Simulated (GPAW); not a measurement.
# NH4Br (P-43m): one start, several treatments of the self-energy

Wanted: the gap of NH4Br (P-43m) under several approximations, with cost.

Program: GPAW 26.7.0. Level of theory: LDA and many-body steps on it, plane waves. Results are calculated unless marked as measured.

This is a report of a sequence of runs, with most program output left out.

### Step 1. Set-up

Symmetry: P-43m, No. 215, cubic system. The conventional cell has a = 4.000 Å, b = 4.000 Å, c = 4.000 Å, α = 90.00°, β = 90.00°, γ = 90.00°. H has 1 N at 1.03 Å nearest. Nearest to Br lie 4 H at 2.44 Å. Nearest to N lie 4 H at 1.03 Å. Farther neighbours and most contacts between anions are not listed.

As a file:

```
H Br N
1.0
     4.00000    0.00000    0.00000
     0.00000    4.00000    0.00000
     0.00000    0.00000    4.00000
H Br N
4 1 1
Cartesian
  0.5920 0.5920 0.5920
  0.5920 3.4080 3.4080
  3.4080 3.4080 0.5920
  3.4080 0.5920 3.4080
  2.0000 2.0000 2.0000
  0.0000 0.0000 0.0000
```

The cell and positions come from the Crystallography Open Database and are kept as given unless a step says otherwise.

### Step 2. Empty states on the mesh, 4×4×4 mesh, 421 bands

This step: GPAW 26.7.0; DFT, LDA, plane waves, PAW.

The sums over transitions need many empty states on a uniform mesh; this step solves for them.

run.py reads:

```python
import json
import numpy as np
from gpaw.mpi import world
from gpaw import GPAW

calc = GPAW('gs.gpw').fixed_density(kpts={'size': (4, 4, 4), 'gamma': True},
    parallel={'domain': 1, 'band': 1},
    txt='nscf.txt')
calc.diagonalize_full_hamiltonian(nbands=421)
calc.write('full.gpw', mode='all')
res = {}
kpts = calc.get_ibz_k_points()
res['kpts'] = kpts
res['eigenvalues'] = [calc.get_eigenvalues(kpt=k) for k in range(len(kpts))]
res['n_electrons'] = calc.get_number_of_electrons()

if world.rank == 0:
    with open('result.json', 'w') as f:
        json.dump(res, f, default=lambda x: x.tolist())
```

The run is started by

```
mpirun -n 4 gpaw python run.py
```

It took 35 s on 4 MPI ranks of Arm Neoverse V1, shared host; peak memory 2.1 GiB.

Numbers from this step:

* gap: 3.937 eV
* k of the valence top: 0.5, 0.5, 0
* k of the conduction bottom: 0, 0, 0
* least direct gap: 4.025 eV
* k points computed: 10
* lowest point of the top converged band, above the valence top: 191.2207 eV

On this mesh the gap is 3.937 eV.

### Step 3. G0W0, Godby-Needs plasmon pole

G0W0 replaces the xc potential by the self-energy, built once from these orbitals. Only a window of levels is corrected, while the sums run over the empty bands that the input names.

This step: G0W0 on LDA, plane waves, PAW.

run.py reads:

```python
import json
import numpy as np
from gpaw.mpi import world
from gpaw.response.g0w0 import G0W0

gw = G0W0('full.gpw',
    filename='gw',
    kpts=[0, 7],
    bands=(6, 10),
    ecut=120,
    nbands=191,
    integrate_gamma='WS',
    ppa=True)
gw.calculate()
res = {mode: {k: v for k, v in r.items() if k != 'sigma_eskwn'}
       for mode, r in gw.all_results.items()}

if world.rank == 0:
    with open('result.json', 'w') as f:
        json.dump(res, f, default=lambda x: x.tolist())
```

The run is started by

```
mpirun -n 4 gpaw python run.py
```

Elapsed: 64 s, on 4 MPI ranks; peak memory 1.3 GiB; 4.3 min of CPU time.

This step gave:

```
G0W0 gap on the points computed              : 6.397 eV
least direct G0W0 gap on the computed points : 6.471 eV
Z at the valence top                         : 0.8159
Z at the conduction bottom                   : 0.8505
starting gap on the mesh                     : 3.937 eV
k of the valence top                         : 0.5, 0.5, 0
k of the conduction bottom                   : 0, 0, 0
```

The gap on the mesh goes from 3.94 eV to 6.40 eV, a correction of +2.46 eV.

### Step 4. One-shot HSE06

This step: one-shot HSE06 levels on LDA orbitals, plane waves, PAW.

run.py reads:

```python
import json
import numpy as np
from gpaw.mpi import world
from gpaw.hybrids.eigenvalues import non_self_consistent_eigenvalues

dft, vxc, vxc_hyb = non_self_consistent_eigenvalues('full.gpw', 'HSE06', 6, 10, kpt_indices=[0, 7])
res = {'dft': dft[0], 'hybrid': (dft - vxc + vxc_hyb)[0]}
if world.rank == 0:
    with open('hybrid.txt', 'w') as f:
        for k, e0, e1 in zip([0, 7], res['dft'], res['hybrid']):
            print(k, ' '.join(f'{x:9.4f}' for x in e0), '|', ' '.join(f'{x:9.4f}' for x in e1), file=f)

if world.rank == 0:
    with open('result.json', 'w') as f:
        json.dump(res, f, default=lambda x: x.tolist())
```

The run is started by

```
mpirun -n 4 gpaw python run.py
```

Wall time 3.6 s (4 MPI ranks); peak memory 0.48 GiB.

This step gave:

```
starting gap on the mesh                       : 3.937 eV
hybrid gap on the mesh                         : 5.348 eV
least direct hybrid gap on the computed points : 5.438 eV
```

### Step 5. G0W0, extrapolated in the cutoff

This step: G0W0 on LDA, plane waves, PAW.

run.py reads:

```python
import json
import numpy as np
from gpaw.mpi import world
from gpaw.response.g0w0 import G0W0

gw = G0W0('full.gpw',
    filename='gw',
    kpts=[0, 7],
    bands=(6, 10),
    ecut=200.0,
    integrate_gamma='WS',
    ppa=True,
    ecut_extrapolation=True)
gw.calculate()
res = {mode: {k: v for k, v in r.items() if k != 'sigma_eskwn'}
       for mode, r in gw.all_results.items()}

if world.rank == 0:
    with open('result.json', 'w') as f:
        json.dump(res, f, default=lambda x: x.tolist())
```

The run is started by

```
mpirun -n 4 gpaw python run.py
```

The job ended after 9.8 min (4 MPI ranks; peak memory 1.7 GiB; 39 min of CPU time).

Numbers from this step:

* quasiparticle gap on the points computed: 6.524 eV
* least direct quasiparticle gap on the computed points: 6.605 eV
* Z at the valence top: 0.8144
* Z at the conduction bottom: 0.8488
* starting gap on the mesh: 3.937 eV
* k of the valence top: 0.5, 0.5, 0
* k of the conduction bottom: 0, 0, 0
* gaps at the cutoffs of the extrapolation: 6.463, 6.470, 6.475 eV

Against G0W0 in GPAW (4×4×4 mesh, 191 bands, screening to 120 eV, Godby-Needs plasmon pole), the gap moves by +0.126 eV.

### Step 6. One-shot PBE0

This step: one-shot PBE0 levels on LDA orbitals, plane waves, PAW.

run.py reads:

```python
import json
import numpy as np
from gpaw.mpi import world
from gpaw.hybrids.eigenvalues import non_self_consistent_eigenvalues

dft, vxc, vxc_hyb = non_self_consistent_eigenvalues('full.gpw', 'PBE0', 6, 10, kpt_indices=[0, 7])
res = {'dft': dft[0], 'hybrid': (dft - vxc + vxc_hyb)[0]}
if world.rank == 0:
    with open('hybrid.txt', 'w') as f:
        for k, e0, e1 in zip([0, 7], res['dft'], res['hybrid']):
            print(k, ' '.join(f'{x:9.4f}' for x in e0), '|', ' '.join(f'{x:9.4f}' for x in e1), file=f)

if world.rank == 0:
    with open('result.json', 'w') as f:
        json.dump(res, f, default=lambda x: x.tolist())
```

The run is started by

```
mpirun -n 4 gpaw python run.py
```

The job ended after 3.9 s (4 MPI ranks; peak memory 0.47 GiB; 15 s of CPU time).

Numbers from this step:

```
starting gap on the mesh                       : 3.937 eV
hybrid gap on the mesh                         : 6.151 eV
least direct hybrid gap on the computed points : 6.238 eV
```

### Step 7. G0W0, full frequency, Hilbert transform

This step: G0W0 on LDA, plane waves, PAW.

run.py reads:

```python
import json
import numpy as np
from gpaw.mpi import world
from gpaw.response.g0w0 import G0W0

gw = G0W0('full.gpw',
    filename='gw',
    kpts=[0, 7],
    bands=(6, 10),
    ecut=120,
    nbands=191,
    integrate_gamma='WS',
    frequencies={'type': 'nonlinear', 'domega0': 0.1, 'omega2': 15.0},
    eta=0.1,
    nblocksmax=True)
gw.calculate()
res = {mode: {k: v for k, v in r.items() if k != 'sigma_eskwn'}
       for mode, r in gw.all_results.items()}

if world.rank == 0:
    with open('result.json', 'w') as f:
        json.dump(res, f, default=lambda x: x.tolist())
```

The run is started by

```
mpirun -n 4 gpaw python run.py
```

Wall time 2.1 min (4 MPI ranks); peak memory 2 GiB; 8.5 min of CPU time.

This step gave:

* G0W0 gap on the points computed: 6.389 eV
* least direct G0W0 gap on the computed points: 6.458 eV
* starting gap on the mesh: 3.937 eV
* k of the valence top: 0.5, 0.5, 0
* k of the conduction bottom: 0, 0, 0

Against G0W0 in GPAW (4×4×4 mesh, 191 bands, screening to 120 eV, Godby-Needs plasmon pole), the gap moves by −0.008 eV.

### Step 8. Side by side

Times are wall times on 4 MPI ranks of Arm Neoverse V1, shared host, good to a factor of about two.

```tsv
run	mesh	bands	screening cutoff (eV)	DFT gap (eV)	gap on the mesh (eV)	direct (eV)	time
G0W0, Godby-Needs plasmon pole	4×4×4	191	120	3.937	6.397	6.471	64 s
one-shot HSE06	4×4×4	-	-	3.937	5.348	5.438	3.6 s
G0W0, extrapolated in the cutoff	4×4×4	-	200	3.937	6.524	6.605	9.8 min
one-shot PBE0	4×4×4	-	-	3.937	6.151	6.238	3.9 s
G0W0, full frequency, Hilbert transform	4×4×4	191	120	3.937	6.389	6.458	2.1 min
```

### Step 9. Results

* G0W0, Godby-Needs plasmon pole: 6.397 eV
* one-shot HSE06: 5.348 eV
* G0W0, extrapolated in the cutoff: 6.524 eV
* one-shot PBE0: 6.151 eV
* G0W0, full frequency, Hilbert transform: 6.389 eV
* known limits: not at the basis limit; no spin-orbit coupling; coarse k mesh

What this shows: One-shot HSE06: −1.049 eV against G0W0, Godby-Needs plasmon pole. G0W0, extrapolated in the cutoff: +0.126 eV against G0W0, Godby-Needs plasmon pole, at other bands or cutoff, so not like for like. One-shot PBE0: −0.246 eV against G0W0, Godby-Needs plasmon pole. G0W0, full frequency, Hilbert transform: −0.008 eV against G0W0, Godby-Needs plasmon pole. One-shot hybrid levels are evaluated on the LDA orbitals. Bands and cutoff are finite, so the gap is not at the basis limit. The miss can reach some tenths of an eV and take either sign; the mesh is an error of its own. These stock PAW sets were not made for GW; the filled d or f shell of Br lies in the frozen core, which bears on start and correction. In the G0W0 runs levels were corrected at 2 k points alone, so a gap called «on the mesh» is the least over those, and an edge elsewhere would be missed. The 4×4×4 mesh is coarse for this cell, which bears on the long-range parts of exchange and screening. The many-body steps are scalar-relativistic: spin-orbit coupling is not in them.

[Paths, hosts, dates, memory and timing lines, banners, echoed tables and standing remarks are left out of the program output.]

[Logs are printed without paths, hosts, clocks, repeated set-up lines and the standing remarks that a program may print on its own settings, such as how far it seeks lower states.]

[Runs of the session that timed out or met a known fault of the program may be left out.]

[Hosts, paths, dates, database ids (printed as entryN), source tags and the programs' standing remarks are cut or masked in the printed files.]
